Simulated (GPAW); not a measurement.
MnO2 (Pnnm), O K edge of atom 3, with 2 Mn at 1.88 Å and 1 Mn at 1.90 Å (distorted trigonal planar, site symmetry m). Method: GPAW, LDA + U (Mn 3.9 eV), full core hole (charged cell), 12-atom cell with 5.2 Å between holes, 4×4×4 k points, dipole transitions, Gaussian full width 0.9 eV up to 4 eV, rising linearly to 3.5 eV at 25 eV.

```
Mn O
1.0
     4.33058    0.00000    0.00000
     0.00000    4.46231    0.00000
     0.00000    0.00000    2.86248
Mn O
2 4
Direct
  0.50000 0.50000 0.50000
  0.00000 0.00000 0.00000
  0.21399 0.82296 0.50000
  0.28601 0.32296 0.00000
  0.71399 0.67704 0.00000
  0.78601 0.17704 0.50000
```

Energy from the lowest empty level; a common scale on which the isotropic spectrum has a mean of 1 over the first 20 eV.

| E (eV) | curve 1 | curve 2 | curve 3 |
| --- | --- | --- | --- |
| -2.0 | 0.00 | 0.00 | 0.00 |
| -1.5 | 0.00 | 0.00 | 0.00 |
| -1.0 | 0.00 | 0.00 | 0.00 |
| -0.5 | 0.02 | 0.02 | 0.02 |
| 0.0 | 0.27 | 0.23 | 0.25 |
| 0.5 | 1.19 | 0.92 | 1.00 |
| 1.0 | 1.84 | 1.42 | 1.41 |
| 1.5 | 1.14 | 0.94 | 0.81 |
| 2.0 | 0.76 | 0.83 | 0.81 |
| 2.5 | 1.21 | 1.28 | 1.30 |
| 3.0 | 1.33 | 1.04 | 1.08 |
| 3.5 | 2.00 | 1.46 | 1.48 |
| 4.0 | 2.04 | 1.57 | 1.52 |
| 4.5 | 0.62 | 0.58 | 0.54 |
| 5.0 | 0.08 | 0.10 | 0.09 |
| 5.5 | 0.01 | 0.01 | 0.01 |
| 6.0 | 0.00 | 0.00 | 0.00 |
| 6.5 | 0.00 | 0.00 | 0.00 |
| 7.0 | 0.00 | 0.00 | 0.00 |
| 7.5 | 0.02 | 0.01 | 0.01 |
| 8.0 | 0.05 | 0.04 | 0.04 |
| 8.5 | 0.11 | 0.10 | 0.09 |
| 9.0 | 0.21 | 0.19 | 0.18 |
| 9.5 | 0.39 | 0.35 | 0.33 |
| 10.0 | 0.65 | 0.58 | 0.55 |
| 10.5 | 1.04 | 0.89 | 0.83 |
| 11.0 | 1.53 | 1.22 | 1.10 |
| 11.5 | 1.96 | 1.43 | 1.30 |
| 12.0 | 2.18 | 1.48 | 1.36 |
| 12.5 | 2.22 | 1.45 | 1.36 |
| 13.0 | 2.21 | 1.47 | 1.39 |
| 13.5 | 2.28 | 1.60 | 1.53 |
| 14.0 | 2.38 | 1.85 | 1.81 |
| 14.5 | 2.38 | 2.14 | 2.16 |
| 15.0 | 2.16 | 2.33 | 2.43 |
| 15.5 | 1.77 | 2.32 | 2.50 |
| 16.0 | 1.33 | 2.10 | 2.37 |
| 16.5 | 0.98 | 1.75 | 2.07 |
| 17.0 | 0.73 | 1.38 | 1.70 |
| 17.5 | 0.58 | 1.06 | 1.31 |
| 18.0 | 0.48 | 0.82 | 0.98 |
| 18.5 | 0.42 | 0.65 | 0.72 |
| 19.0 | 0.38 | 0.54 | 0.55 |
| 19.5 | 0.36 | 0.47 | 0.44 |
| 20.0 | 0.38 | 0.42 | 0.37 |
| 20.5 | 0.41 | 0.40 | 0.32 |
| 21.0 | 0.47 | 0.40 | 0.29 |
| 21.5 | 0.52 | 0.42 | 0.27 |
| 22.0 | 0.57 | 0.46 | 0.26 |
| 22.5 | 0.60 | 0.52 | 0.26 |
| 23.0 | 0.61 | 0.60 | 0.28 |
| 23.5 | 0.58 | 0.68 | 0.31 |
| 24.0 | 0.54 | 0.76 | 0.36 |
| 24.5 | 0.50 | 0.81 | 0.42 |
| 25.0 | 0.46 | 0.82 | 0.50 |
| 25.5 | 0.44 | 0.80 | 0.58 |
| 26.0 | 0.42 | 0.73 | 0.66 |
| 26.5 | 0.42 | 0.65 | 0.72 |
| 27.0 | 0.42 | 0.57 | 0.76 |
| 27.5 | 0.42 | 0.51 | 0.78 |
| 28.0 | 0.42 | 0.46 | 0.79 |
| 28.5 | 0.43 | 0.43 | 0.79 |
| 29.0 | 0.44 | 0.41 | 0.77 |
| 29.5 | 0.46 | 0.41 | 0.75 |
| 30.0 | 0.48 | 0.41 | 0.71 |
| 30.5 | 0.52 | 0.42 | 0.67 |
| 31.0 | 0.57 | 0.43 | 0.63 |
| 31.5 | 0.63 | 0.44 | 0.59 |
| 32.0 | 0.70 | 0.45 | 0.56 |

Question: The curves are for the electric vector along different Cartesian axes of the cell as given, averaged over the symmetry-equivalent atoms. Which is which?

Curve 1: along z, main maxima 1.0 eV (1.84), 3.8 eV (2.32) and 14.3 eV (2.40). Curve 2: along y, main maxima 1.0 eV (1.42), 3.8 eV (1.73) and 15.2 eV (2.35). Curve 3: along x, main maxima 0.9 eV (1.44), 3.8 eV (1.71) and 15.4 eV (2.51). A K edge sees empty p states; the first features are O p mixed into the empty d states of the Mn neighbours, and the broad ones above probably into the cations' higher empty bands. Each direction probes the empty orbitals that point along it. The hole lies in one spin channel, while the script sums the empty states of both and takes the lower zero; where the two channels are split, this blurs and shifts the curve. The spins start antiferromagnetically in a simple order, which needn't be the measured one; gap and edge can depend on it.

[Banner, clock and machine lines of the logs are left out without a mark of their own.]

[Logs are printed without paths, hosts, clocks, repeated set-up lines and the standing remarks that a program may print on its own settings, such as how far it seeks lower states.]

[Hosts, paths, dates, database ids (printed as entryN), source tags and the programs' standing remarks are cut or masked in the printed files.]

[Lists of maxima count a maximum above −3 eV only where it reaches 4 % of the highest in the window and stands out from its surroundings by 2 % of it (1.5 % where it reaches 55 %); shoulders and weaker maxima are passed over, and of the rest the first, up to two pre-edge ones and the few strongest are named.]
